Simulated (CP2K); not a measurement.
Consider 2-formylpyrimidine at its PBE geometry (Å).

```xyz
12

O     3.2162    0.6181   -0.1047
C     2.3874   -0.2746   -0.0856
C     0.8923   -0.0660   -0.0367
N     0.1739   -1.2083   -0.0111
C    -1.1589   -1.0606    0.0460
C    -1.7648    0.1954    0.0667
C    -0.9172    1.3069    0.0277
N     0.4176    1.1930   -0.0207
H     2.6689   -1.3535   -0.1012
H    -1.7500   -1.9792    0.0735
H    -2.8472    0.3053    0.1114
H    -1.3184    2.3235    0.0348
```

Method: CP2K XAS_TDP, all-electron GAPW, PBEh(45%), aug-cc-pVDZ, TDA, no relativity.

Predict the bright core excitations at the C K edge.

Leading lines: C2 281.24 eV, C3 281.80 eV, C5 281.53 eV and C6 281.09 eV. The leading line of an atom is its first one with 35 % of the strongest within 2.5 eV of its lowest line over the strength cut. 

The first six lines of each atom with a strength over 0.0015:

| atom | energy (eV) | states | strength, one atom |
| --- | --- | --- | --- |
| C2 (bonded to C, O and H) | 281.24 | 1 | 0.0580 |
|  | 286.02 | 1 | 0.0131 |
|  | 286.97 | 1 | 0.0140 |
|  | 287.67 | 1 | 0.0025 |
|  | 288.12 | 1 | 0.0022 |
|  | 288.33 | 1 | 0.0025 |
| C3 (bonded to C and 2 N) | 281.80 | 1 | 0.0466 |
|  | 285.69 | 1 | 0.0186 |
|  | 287.82 | 1 | 0.0015 |
|  | 288.22 | 1 | 0.0026 |
|  | 288.74 | 1 | 0.0021 |
|  | 288.99 | 1 | 0.0074 |
| C5 (bonded to C, N and H) | 281.53 | 1 | 0.0584 |
|  | 285.79 | 1 | 0.0130 |
|  | 286.66 | 1 | 0.0043 |
|  | 286.94 | 1 | 0.0036 |
|  | 287.46 | 1 | 0.0041 |
|  | 287.68 | 1 | 0.0028 |
| C6 (bonded to 2 C and H) | 281.09 | 1 | 0.0472 |
|  | 284.71 | 1 | 0.0132 |
|  | 285.51 | 1 | 0.0099 |
|  | 286.15 | 1 | 0.0040 |
|  | 286.53 | 1 | 0.0016 |
|  | 287.55 | 1 | 0.0050 |

Lines are vertical, at one geometry, with no vibrational structure. Without a correction of the core level, line positions, and the gaps between valence and Rydberg lines, follow the share of exact exchange. At this level such K lines come out 3 to 6 eV under measured ones. Atoms with the same bonds but other surroundings in this conformer are left out. These values hold no scalar relativity, about 0.1 eV for C 1s. Rydberg lines, and the discretised continuum above threshold, depend on the basis and the box.

[Banner, clock and machine lines of the logs are left out without a mark of their own.]

[Logs are printed without paths, hosts, clocks, repeated set-up lines and the standing remarks that a program may print on its own settings, such as how far it seeks lower states.]

[Hosts, paths, dates, database ids (printed as entryN), source tags and the programs' standing remarks are cut or masked in the printed files.]
